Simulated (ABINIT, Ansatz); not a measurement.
## Converging GW for Sr2NbGaO6 (Fm-3m) in ABINIT

Aim: raise bands and screening cutoff together for Sr2NbGaO6 (Fm-3m) and follow gap and time.

Program: ABINIT 10.8.3. Level of theory: PBEsol and many-body steps on it, plane waves. Results are calculated unless marked as measured.

### Step 1. The starting structure

The structure is cubic, space group Fm-3m (No. 225). Conventional cell: a = 8.000 Å, b = 8.000 Å, c = 8.000 Å, α = 90.00°, β = 90.00°, γ = 90.00°. Nearest to Sr lie 12 O at 2.83 Å. Nearest to Nb lie 6 O at 2.01 Å. Ga has 6 O at 1.99 Å nearest. Nearest to O lie 1 Ga at 1.99 Å and 1 Nb at 2.01 Å and 4 Sr at 2.83 Å. Farther neighbours and most contacts between anions are not listed.

The cell and positions are those that the Materials Project relaxed with its own functionals (PBE, PBE+U or r2SCAN), kept fixed.

### Step 2. Empty states on the mesh, 2×2×2 mesh, 273 bands

This step: ABINIT 10.8.3; DFT, PBEsol, plane waves, norm-conserving pseudopotentials.

The sums over transitions need many empty states on a uniform mesh; this step solves for them.

run.abi reads:

```
acell 3*1.0 Angstrom
rprim 
  0.000000000000 4.000204000000 4.000204000000
  4.000204000000 0.000000000000 4.000204000000
  4.000204000000 4.000204000000 0.000000000000
ntypat 4
znucl 38 41 31 8
natom 10
typat 1 1 2 3 4 4 4 4 4 4
xred 
  0.250000000000 0.250000000000 0.250000000000
  0.750000000000 0.750000000000 0.750000000000
  0.000000000000 0.000000000000 0.000000000000
  0.500000000000 0.500000000000 0.500000000000
  0.749216000000 0.250784000000 0.250784000000
  0.250784000000 0.749216000000 0.749216000000
  0.250784000000 0.250784000000 0.749216000000
  0.749216000000 0.749216000000 0.250784000000
  0.250784000000 0.749216000000 0.250784000000
  0.749216000000 0.250784000000 0.749216000000
pp_dirpath "pseudos"
pseudos "Sr.upf, Nb.upf, Ga.upf, O.upf"
ecut 37
ngkpt 2 2 2
nshiftk 1
shiftk 0 0 0
kptopt 1
chksymbreak 0
iscf -2
irdden 1
istwfk *1
nband 273
nbdbuf 24
tolwfr 1e-09
nstep 60
prtvol 0
indata_prefix "in"
outdata_prefix "out"
tmpdata_prefix "tmp"
```

On the command line:

```sh
> OMP_NUM_THREADS=1 mpirun -n 4 abinit run.abi > log
```

Numbers of over 12 decimals in the logs are rounded to 6 here.

Output:

```text
.Version 10.8.3 of ABINIT. v10.8.2 released Aug 2026.

 Symmetries : space group Fm -3 m (#225); Bravais cF (face-center cubic)
[... echo of the input left out ...]
== DATASET  1 ==================================================================
-   mpi_nproc: 4, omp_nthreads: 1 (-1 if OMP is not activated)
-    --> not optimal distribution: autoparal keyword recommended in input file <--

--- !DatasetInfo
iteration_state: {dtset: 1, }
dimensions: {natom: 10, nkpt: 3, mband: 273, nsppol: 1, nspinor: 1, nspden: 1, mpw: 9377, }
cutoff_energies: {ecut:  37.0, pawecutdg:  -1.0, }
[...]
2.92762    2.92762    2.92762    2.95841    2.95841    2.95844    2.98762    2.98771
   2.98802    2.99465    2.99504    2.99643    3.00126    3.00223    3.00763    3.01392
   3.02278
 prteigrs : prtvol=0 or 1, do not print more k-points.

== END DATASET(S) ==============================================================
================================================================================

 -outvars: echo values of variables after computation  --------
            nband         273
             nkpt           3
          spgroup         225
 [... the other variables as echoed above ...]

 Calculation completed.
```

It took 2.4 min on 4 MPI ranks of Intel Xeon 6975P-C (Granite Rapids), shared host; peak memory 0.52 GiB.

Numbers from this step:

- gap: 3.158 eV
- k of the valence top: 0, 0, 0
- k of the conduction bottom: 0, 0, 0
- least direct gap: 3.158 eV
- k points computed: 3
- lowest point of the top converged band, above the valence top: 71.3069 eV

On this mesh the gap is 3.158 eV.

The density comes from a self-consistent run that is not shown.

### Step 3. Screening, 2×2×2 mesh, 67 bands, screening to 62.6 eV

The RPA dielectric matrix is built and inverted for each q.

This step: RPA screening on PBEsol, plane waves, norm-conserving pseudopotentials.

Changes to run.abi since step 2:

```diff
@@ -28,10 +28,11 @@
 chksymbreak 0
-iscf -2
-irdden 1
 istwfk *1
-nband 273
-nbdbuf 24
-tolwfr 1e-09
-nstep 60
-prtvol 0
+occopt 1
+irdwfk 1
+optdriver 3
+nband 67
+ecuteps 2.3
+inclvkb 2
+awtr 1
+symchi 1
 indata_prefix "in"
```

Output:

```text
.Version 10.8.3 of ABINIT. v10.8.2 released Aug 2026.

 Symmetries : space group Fm -3 m (#225); Bravais cF (face-center cubic)
[... echo of the input left out ...]
== DATASET  1 ==================================================================
-   mpi_nproc: 4, omp_nthreads: 1 (-1 if OMP is not activated)

--- !DatasetInfo
iteration_state: {dtset: 1, }
dimensions: {natom: 10, nkpt: 3, mband: 67, nsppol: 1, nspinor: 1, nspden: 1, mpw: 9377, }
cutoff_energies: {ecut:  37.0, pawecutdg:  -1.0, }
electrons: {nelect:   8.20000000E+01, charge:   0.00000000E+00, occopt:   1.00000000E+00, tsmear:   1.00000000E-02, }

 SCREENING: Calculation of the susceptibility and dielectric matrices

 Based on a program developped by R.W. Godby, V. Olevano, G. Onida, and L. Reining.
 Incorporated in ABINIT by V. Olevano, G.-M. Rignanese, and M. Torrent.
.Using double precision arithmetic ; gwpc =  8

[... cell and pseudopotentials left out ...]
--------------------------------------------------------------------------------

 ==== K-mesh for the wavefunctions ====
 Number of points in the irreducible wedge :     3
[... list of points left out ...]
 Together with 48 symmetry operations and time-reversal symmetry
 yields     8 points in the full Brillouin Zone.

 ==== Q-mesh for the screening function ====
 Number of points in the irreducible wedge :     3
[... list of points left out ...]
 Together with 48 symmetry operations and time-reversal symmetry
 yields     8 points in the full Brillouin Zone.

 setmesh: FFT mesh size selected  =    40x   40x   40
          total number of points  =        64000

 vcoul_init : cutoff-mode = AUXILIARY_FUNCTION
 q-points for optical limit:   1
     1)      0.000010    0.000020    0.000030

- screening: taking advantage of time-reversal symmetry
- Maximum band index for partially occupied states nbvw = 41
- Remaining bands to be divided among processors   nbcw = 26
- Number of bands treated by each node ~6

 Number of electrons calculated from density =   82.0000; Expected =   82.0000
 average of density, n =  0.094916
 r_s =    1.3600
 omega_plasma =   29.7184 [eV]

 calculating chi0 at frequencies [eV] :
  1    0.000000E+00    0.000000E+00
  2    0.000000E+00    2.971844E+01

--------------------------------------------------------------------------------
  q-point number  1        q = ( 0.000000, 0.000000, 0.000000) [r.l.u.]
--------------------------------------------------------------------------------
[... chi0 elements left out ...]
 For q-point:  0.000010 0.000020 0.000030
  dielectric constant =   5.2604
  dielectric constant without local fields =   5.7578

  Average fulfillment of the sum rule on Im[epsilon] for q-point    1 :     20.83  [%]
[... wings left out ...]
  q-point number  2        q = ( 0.500000, 0.000000, 0.000000) [r.l.u.]
--------------------------------------------------------------------------------
[... chi0 elements left out ...]
  Average fulfillment of the sum rule on Im[epsilon] for q-point    2 :     28.50  [%]

 [... 1 further q-points ...]
```

It took 18 s on 4 MPI ranks; peak memory 1.4 GiB.

This step gave:

```
ε∞ with local fields, on this mesh, along the program's q direction : 5.260
the same without local fields                                       : 5.758
plasma frequency                                                    : 29.72 eV
plane waves in the screening matrix                                 : 137
```

Local fields lower ε∞ by 9 %. On a Γ-centred mesh this coarse the value itself is usually too large, while a short band sum pulls it down.

### Step 4. 67 bands, 62.6 eV

The self-energy is evaluated for the states that the input lists, and the levels follow from it, in one-shot runs by the linearised quasiparticle equation.

This step: G0W0 on PBEsol, plane waves, norm-conserving pseudopotentials.

Changes to run.abi since step 3:

```diff
@@ -31,8 +31,15 @@
 irdwfk 1
-optdriver 3
+optdriver 4
 nband 67
+gwcalctyp 0
+ecutsigx 37
+symsigma 1
+nkptgw 1
+kptgw 
+  0.0000000000 0.0000000000 0.0000000000
+bdgw 
+  39 44
 ecuteps 2.3
-inclvkb 2
-awtr 1
-symchi 1
+irdscr 1
+ppmodel 1
 indata_prefix "in"
```

Output:

```text
.Version 10.8.3 of ABINIT. v10.8.2 released Aug 2026.

 Symmetries : space group Fm -3 m (#225); Bravais cF (face-center cubic)
[... echo of the input left out ...]
== DATASET  1 ==================================================================
-   mpi_nproc: 4, omp_nthreads: 1 (-1 if OMP is not activated)

--- !DatasetInfo
iteration_state: {dtset: 1, }
dimensions: {natom: 10, nkpt: 3, mband: 67, nsppol: 1, nspinor: 1, nspden: 1, mpw: 9377, }
cutoff_energies: {ecut:  37.0, pawecutdg:  -1.0, }
electrons: {nelect:   8.20000000E+01, charge:   0.00000000E+00, occopt:   1.00000000E+00, tsmear:   1.00000000E-02, }

 SIGMA: Calculation of the GW corrections

 Based on a program developped by R.W. Godby, V. Olevano, G. Onida, and L. Reining.
 Incorporated in ABINIT by V. Olevano, G.-M. Rignanese, and M. Torrent.
.Using double precision arithmetic ; gwpc =  8

[... cell and pseudopotentials left out ...]
--------------------------------------------------------------------------------

 ==== K-mesh for the wavefunctions ====
 Number of points in the irreducible wedge :     3
[... list of points left out ...]
 Together with 48 symmetry operations and time-reversal symmetry
 yields     8 points in the full Brillouin Zone.

 ==== Q-mesh for screening function ====
 Number of points in the irreducible wedge :     3
[... list of points left out ...]
 Together with 48 symmetry operations and time-reversal symmetry
 yields     8 points in the full Brillouin Zone.

 vcoul_init : cutoff-mode = AUXILIARY_FUNCTION
 q-points for optical limit:   1
     1)      0.000010    0.000020    0.000030
 setmesh: FFT mesh size selected  =    60x   60x   60
          total number of points  =       216000

 Number of electrons calculated from density =   82.0000; Expected =   82.0000
 average of density, n =  0.094916
 r_s =    1.3600
 omega_plasma =   29.7184 [eV]

 === KS Band Gaps ===
  >>>> For spin  1
   Minimum direct gap =   3.1575 [eV], located at k-point      :   0.0000  0.0000  0.0000
   Fundamental gap    =   3.1575 [eV], Top of valence bands at :   0.0000  0.0000  0.0000
                                       Bottom of conduction at :   0.0000  0.0000  0.0000
 SIGMA fundamental parameters:
 PLASMON POLE MODEL  1
 number of plane-waves for SigmaX                 9377
 number of plane-waves for SigmaC and W            137
 number of plane-waves for wavefunctions          9377
 number of bands                                    67
 number of independent spin polarizations            1
 number of spinorial components                      1
 number of k-points in IBZ                           3
 number of q-points in IBZ                           3
 number of symmetry operations                      48
 number of k-points in BZ                            8
 number of q-points in BZ                            8
 number of frequencies for dSigma/dE                 9
 frequency step for dSigma/dE [eV]                0.25
 number of omega for Sigma on real axis              0
 max omega for Sigma on real axis  [eV]           0.00
 zcut for avoiding poles [eV]                     0.10

 EPSILON^-1 parameters (SCR file):
 dimension of the eps^-1 matrix on file            137
 dimension of the eps^-1 matrix used               137
 number of plane-waves for wavefunctions          9377
 number of bands                                    67
 number of q-points in IBZ                           3
 number of frequencies                               2
 number of real frequencies                          1
 number of imag frequencies                          1

 matrix elements of self-energy operator (all in [eV])

 Perturbative Calculation

--- !SelfEnergy_ee
iteration_state: {dtset: 1, }
kpoint     : [   0.000,    0.000,    0.000, ]
spin       : 1
KS_gap     :    3.158
QP_gap     :    5.465
Delta_QP_KS:    2.308
data: !SigmaeeData |
     Band     E0 <VxcDFT>   SigX SigC(E0)      Z dSigC/dE  Sig(E)    E-E0       E
       39   6.272 -19.836 -24.633   5.074   0.771  -0.297 -19.623   0.213   6.485
       40   6.272 -19.836 -24.633   5.074   0.771  -0.297 -19.623   0.213   6.485
       41   6.272 -19.836 -24.633   5.074   0.771  -0.297 -19.623   0.213   6.485
       42   9.429 -16.642 -10.798  -2.751   0.815  -0.227 -14.121   2.521  11.950
       43   9.429 -16.642 -10.798  -2.751   0.815  -0.227 -14.121   2.521  11.950
       44   9.429 -16.642 -10.798  -2.751   0.815  -0.227 -14.121   2.521  11.950

== END DATASET(S) ==============================================================
================================================================================

 -outvars: echo values of variables after computation  --------
           etotal      0.0000000000E+00
            nband          67
             nkpt           3
          spgroup         225
 [... the other variables as echoed above ...]

 Calculation completed.
```

Run time: 4.5 s. Hardware: 4 MPI ranks; peak memory 1.1 GiB.

Numbers from this step:

| Item | Value |
| --- | --- |
| G0W0 gap on the points computed | 5.465 eV |
| starting gap on the mesh | 3.158 eV |
| k of the valence top | 0, 0, 0 |
| k of the conduction bottom | 0, 0, 0 |
| Z at the valence top | 0.771 |
| Z at the conduction bottom | 0.815 |
| least direct G0W0 gap on the computed points | 5.465 eV |

The gap on the mesh goes from 3.16 eV to 5.46 eV, a correction of +2.31 eV.

### Step 5. Screening, 2×2×2 mesh, 125 bands, screening to 114.3 eV

This step: RPA screening on PBEsol, plane waves, norm-conserving pseudopotentials.

Changes to run.abi since step 4:

```diff
@@ -31,15 +31,8 @@
 irdwfk 1
-optdriver 4
-nband 67
-gwcalctyp 0
-ecutsigx 37
-symsigma 1
-nkptgw 1
-kptgw 
-  0.0000000000 0.0000000000 0.0000000000
-bdgw 
-  39 44
-ecuteps 2.3
-irdscr 1
-ppmodel 1
+optdriver 3
+nband 125
+ecuteps 4.2
+inclvkb 2
+awtr 1
+symchi 1
 indata_prefix "in"
```

Output:

```text
.Version 10.8.3 of ABINIT. v10.8.2 released Aug 2026.

 Symmetries : space group Fm -3 m (#225); Bravais cF (face-center cubic)
[... echo of the input left out ...]
== DATASET  1 ==================================================================
-   mpi_nproc: 4, omp_nthreads: 1 (-1 if OMP is not activated)

--- !DatasetInfo
iteration_state: {dtset: 1, }
dimensions: {natom: 10, nkpt: 3, mband: 125, nsppol: 1, nspinor: 1, nspden: 1, mpw: 9377, }
cutoff_energies: {ecut:  37.0, pawecutdg:  -1.0, }
electrons: {nelect:   8.20000000E+01, charge:   0.00000000E+00, occopt:   1.00000000E+00, tsmear:   1.00000000E-02, }

 SCREENING: Calculation of the susceptibility and dielectric matrices

 Based on a program developped by R.W. Godby, V. Olevano, G. Onida, and L. Reining.
 Incorporated in ABINIT by V. Olevano, G.-M. Rignanese, and M. Torrent.
.Using double precision arithmetic ; gwpc =  8

[... cell and pseudopotentials left out ...]
--------------------------------------------------------------------------------

 ==== K-mesh for the wavefunctions ====
 Number of points in the irreducible wedge :     3
[... list of points left out ...]
 Together with 48 symmetry operations and time-reversal symmetry
 yields     8 points in the full Brillouin Zone.

 ==== Q-mesh for the screening function ====
 Number of points in the irreducible wedge :     3
[... list of points left out ...]
 Together with 48 symmetry operations and time-reversal symmetry
 yields     8 points in the full Brillouin Zone.

 setmesh: FFT mesh size selected  =    40x   40x   40
          total number of points  =        64000

 vcoul_init : cutoff-mode = AUXILIARY_FUNCTION
 q-points for optical limit:   1
     1)      0.000010    0.000020    0.000030

- screening: taking advantage of time-reversal symmetry
- Maximum band index for partially occupied states nbvw = 41
- Remaining bands to be divided among processors   nbcw = 84
- Number of bands treated by each node ~21

 Number of electrons calculated from density =   82.0000; Expected =   82.0000
 average of density, n =  0.094916
 r_s =    1.3600
 omega_plasma =   29.7184 [eV]

 calculating chi0 at frequencies [eV] :
  1    0.000000E+00    0.000000E+00
  2    0.000000E+00    2.971844E+01

--------------------------------------------------------------------------------
  q-point number  1        q = ( 0.000000, 0.000000, 0.000000) [r.l.u.]
--------------------------------------------------------------------------------
[... chi0 elements left out ...]
 For q-point:  0.000010 0.000020 0.000030
  dielectric constant =   5.4426
  dielectric constant without local fields =   6.0866

  Average fulfillment of the sum rule on Im[epsilon] for q-point    1 :     43.88  [%]
[... wings left out ...]
  q-point number  2        q = ( 0.500000, 0.000000, 0.000000) [r.l.u.]
--------------------------------------------------------------------------------
[... chi0 elements left out ...]
  Average fulfillment of the sum rule on Im[epsilon] for q-point    2 :     50.86  [%]

 [... 1 further q-points ...]
```

Wall time 49 s (4 MPI ranks); peak memory 1.7 GiB; 3.3 min of CPU time.

Numbers from this step:

| Quantity | Value |
| --- | --- |
| ε∞ with local fields, on this mesh, along the program's q direction | 5.443 |
| the same without local fields | 6.087 |
| plasma frequency | 29.72 eV |
| plane waves in the screening matrix | 339 |

[end of part 1 of 2]

[Paths, hosts, dates, memory and timing lines, banners, echoed tables and standing remarks are left out of the program output.]

[Logs are printed without paths, hosts, clocks, repeated set-up lines and the standing remarks that a program may print on its own settings, such as how far it seeks lower states.]

[Runs of the session that timed out or met a known fault of the program may be left out.]

[No measured gap is set beside runs whose start may be inverted or whose files or cutoffs have a known fault.]

[Hosts, paths, dates, database ids (printed as entryN), source tags and the programs' standing remarks are cut or masked in the printed files.]

[G0W0 gaps are taken among the corrected bands and points alone; a level outside them can change the order at an edge.]

[Where Ansatz stands beside ABINIT at settings called matched, ABINIT's density can come from a denser mesh and the files from another edition; pairs whose starting gaps differed by over 0.03 eV were left out, so agreement reads better than it is.]
